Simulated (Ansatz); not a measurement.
# WSe2 (P6_3/mmc): bands and screening cutoff converge together, part 2 of 2

Wanted: the G0W0 gap of WSe2 (P6_3/mmc) over a grid of bands and cutoffs.

Ansatz 0.2.0; G0W0 on PBE, plane waves, PAW; PAW set soft_1. Known limits of the many-body steps: not at the basis limit; no spin-orbit coupling; coarse k mesh.

So far. Step 7 (507 empty bands, screening to 150 eV): The G0W0 gap on the mesh is 1.276 eV.

The database entry behind the starting cell differs from later determinations by our own check (a about 0.2 % long), so it need not match the best structure at ambient conditions.

### Step 8. 900 empty bands, screening to 220 eV

The input, input.yaml:

```yaml
crystal:
  lattice:
    - [3.29, 0.0, 0.0]
    - [-1.645, 2.8492235785, 0.0]
    - [0.0, 0.0, 12.97]
  atoms:
    - { symbol: W, position: [0.3333333333, 0.6666666667, 0.25] }
    - { symbol: W, position: [0.6666666667, 0.3333333333, 0.75] }
    - { symbol: Se, position: [0.3333333333, 0.6666666667, 0.621] }
    - { symbol: Se, position: [0.6666666667, 0.3333333333, 0.121] }
    - { symbol: Se, position: [0.3333333333, 0.6666666667, 0.879] }
    - { symbol: Se, position: [0.6666666667, 0.3333333333, 0.379] }
kpoints:
  mp_grid: { grid: [6, 6, 2] }
hamiltonian:
  xc: pbe
  pseudopotentials: { kind: paw, azcp: { folder: soft_1 } }
scf:
  occupations: { method: fixed }
gw:
  n_empty_bands: 900
  ecut_chi: 220
  qp_bands: [v2, c2]
  qp_kpoints: band_edges
  screening: { model: contour_deformation }
```

Started as:

```console
$ ansatz run input.yaml --threads 2 --pin off --max-ram 73728MiB --backend cuda --events-out ev --progress --plain --runs-dir out --devices 1 --max-vram 13GiB
```

Numbers of over 12 decimals in the logs are rounded to 6 here.

Output:

```text
GPUs: using 1 of 1 available (devices: 1).
[...]
GPU FFT provider: cuFFT
GPU libraries: cuBLAS 13.8.2, cuFFT 12.4.0, cuSOLVER 12.3.4
Crystal: 6 atoms, lattice volume = 121.580 Å³
Basis set: ecut = 420 eV, 2419 PW (Γ)
Bands: 56, of which v1, the nominal top of the filled ones, is band 46 counted from 1 (45 counted from 0)
Symmetry: 24 space group operations
[...]
k-points: 14 of 72
[...]
1    48     15.2210   -13.8407    -4.2950   -18.1528  0.7544    15.2381    15.2380  root
[...]
13    45     12.2385   -18.3710     0.2647   -17.7201  0.7511    11.8505    11.8523  root
    13    46     12.2385   -18.3710     0.2647   -17.7201  0.7511    11.8505    11.8523  root
    13    47     13.9043   -15.5629    -4.0811   -19.6798  0.7433    13.9400    13.9400  root
    13    48     13.9043   -15.5629    -4.0811   -19.6798  0.7433    13.9400    13.9400  root
[key lines of the parts left out:]
SCF converged after 9 iterations
Free energy (F): -42651.440017 eV
Fermi energy:    12.576123 eV
```

It took 3.1 min on 1 × NVIDIA H100 80GB HBM3 (shared by 6 runs) with 2 threads of AMD EPYC 7R13 (Zen 3), shared host; peak memory 3.6 GiB.

The G0W0 gap on the mesh is 1.297 eV.

### Step 9. 276 empty bands, screening to 300 eV

Changes to input.yaml since step 8:

```diff
@@ -20,4 +20,4 @@
 gw:
-  n_empty_bands: 900
-  ecut_chi: 220
+  n_empty_bands: 276
+  ecut_chi: 300
   qp_bands: [v2, c2]
```

Output:

```text
GPUs: using 1 of 1 available (devices: 1).
[...]
GPU FFT provider: cuFFT
GPU libraries: cuBLAS 13.8.2, cuFFT 12.4.0, cuSOLVER 12.3.4
Crystal: 6 atoms, lattice volume = 121.580 Å³
Basis set: ecut = 420 eV, 2419 PW (Γ)
Bands: 56, of which v1, the nominal top of the filled ones, is band 46 counted from 1 (45 counted from 0)
Symmetry: 24 space group operations
[...]
k-points: 14 of 72
[...]
1    48     15.2210   -13.8407    -4.0098   -18.1528  0.7545    15.5250    15.5232  root
[...]
13    45     12.2385   -18.3710     0.5176   -17.7201  0.7509    12.1050    12.1053  root
    13    46     12.2385   -18.3710     0.5176   -17.7201  0.7509    12.1050    12.1053  root
    13    47     13.9043   -15.5629    -3.7934   -19.6798  0.7428    14.2295    14.2278  root
    13    48     13.9043   -15.5629    -3.7934   -19.6798  0.7428    14.2295    14.2278  root
[key lines of the parts left out:]
SCF converged after 9 iterations
Free energy (F): -42651.440017 eV
Fermi energy:    12.576123 eV
```

It took 38 s on 1 × NVIDIA H100 80GB HBM3 (shared by 6 runs) with 2 threads; peak memory 5.3 GiB; 56 s of CPU time.

The G0W0 gap on the mesh is 1.268 eV.

### Step 10. 1434 empty bands, screening to 300 eV

Changes to input.yaml since step 9:

```diff
@@ -20,3 +20,3 @@
 gw:
-  n_empty_bands: 276
+  n_empty_bands: 1434
   ecut_chi: 300
```

Output:

```text
GPUs: using 1 of 1 available (devices: 1).
[...]
GPU FFT provider: cuFFT
GPU libraries: cuBLAS 13.8.2, cuFFT 12.4.0, cuSOLVER 12.3.4
Crystal: 6 atoms, lattice volume = 121.580 Å³
Basis set: ecut = 420 eV, 2419 PW (Γ)
Bands: 56, of which v1, the nominal top of the filled ones, is band 46 counted from 1 (45 counted from 0)
Symmetry: 24 space group operations
[...]
k-points: 14 of 72
[...]
1    48     15.2210   -13.8407    -4.3613   -18.1528  0.7542    15.1717    15.1717  root
[...]
13    45     12.2385   -18.3710     0.2054   -17.7201  0.7506    11.7905    11.7930  root
    13    46     12.2385   -18.3710     0.2054   -17.7201  0.7506    11.7905    11.7930  root
    13    47     13.9043   -15.5629    -4.1473   -19.6798  0.7424    13.8738    13.8738  root
    13    48     13.9043   -15.5629    -4.1473   -19.6798  0.7424    13.8738    13.8738  root
[key lines of the parts left out:]
SCF converged after 9 iterations
Free energy (F): -42651.440017 eV
Fermi energy:    12.576123 eV
```

It took 5.3 min on 1 × NVIDIA H100 80GB HBM3 (shared by 6 runs) with 2 threads; peak memory 6.7 GiB; 8.3 min of CPU time.

The G0W0 gap on the mesh is 1.308 eV.

### Step 11. The grid

Start PBE, 6×6×2 mesh. Times are wall times on 1 × NVIDIA H100 80GB HBM3 (shared by 6 runs) with 2 threads of AMD EPYC 7R13 (Zen 3), shared host, good to a factor of about two.

```csv
cutoff (eV),plane waves at q = 0,bands summed,gap (eV),Σc valence (eV),Σc conduction (eV),time
50,81,143,1.163,1.00,-3.15,24 s
50,81,553,1.176,0.66,-3.49,64 s
100,291,322,1.244,0.56,-3.52,39 s
100,291,1480,1.257,0.38,-3.68,5.5 min
150,523,143,1.219,0.98,-3.12,27 s
150,523,553,1.276,0.37,-3.67,76 s
220,871,946,1.297,0.25,-3.77,3.1 min
300,1441,322,1.268,0.53,-3.52,38 s
300,1441,1480,1.308,0.18,-3.83,5.3 min
```

### Step 12. Outcome

* 143 bands, 50 eV: 1.163 eV
* 553 bands, 50 eV: 1.176 eV
* 322 bands, 100 eV: 1.244 eV
* 1480 bands, 100 eV: 1.257 eV
* 143 bands, 150 eV: 1.219 eV
* 553 bands, 150 eV: 1.276 eV
* 946 bands, 220 eV: 1.297 eV
* 322 bands, 300 eV: 1.268 eV
* 1480 bands, 300 eV: 1.308 eV
* estimated limit along the diagonal: 1.33 eV
* mesh and start: 6×6×2, PBE

What this shows: At 50 eV, going from 143 to 553 bands moves the gap by +0.01 eV. At 100 eV, going from 322 to 1480 bands moves the gap by +0.01 eV. At 150 eV, going from 143 to 553 bands moves the gap by +0.06 eV. At 300 eV, going from 322 to 1480 bands moves the gap by +0.04 eV. At 143 bands, raising the cutoff from 50 to 150 eV moves it by +0.06 eV. At 553 bands, raising the cutoff from 50 to 150 eV moves it by +0.10 eV. At 322 bands, raising the cutoff from 100 to 300 eV moves it by +0.02 eV. At 1480 bands, raising the cutoff from 100 to 300 eV moves it by +0.05 eV. Along the diagonal, where both rise together, the two highest rungs point to 1.33 eV. Gaps are over the mesh's points; an edge off the mesh would be missed. A low cutoff hides what high bands add, so a band series at one cutoff can look settled before the gap is. The 6×6×2 mesh is coarse for this cell (its supercell is 20 Å along the shortest edge). The RPA ε∞ on it, from the PBE start, is 7.11 and 15.20; such meshes misread the long-range screening, most where the gap is narrow. The many-body steps are scalar-relativistic: spin-orbit coupling is not in them.

[Paths, hosts, dates, memory and timing lines, banners, echoed tables and standing remarks are left out of the program output.]

[Logs are printed without paths, hosts, clocks, repeated set-up lines and the standing remarks that a program may print on its own settings, such as how far it seeks lower states.]

[Runs of the session that timed out or met a known fault of the program may be left out.]

[Cells called generated may have been cut or substituted from an entry of the Crystallography Open Database or the Materials Project.]

[Hosts, paths, dates, database ids (printed as entryN), source tags and the programs' standing remarks are cut or masked in the printed files.]
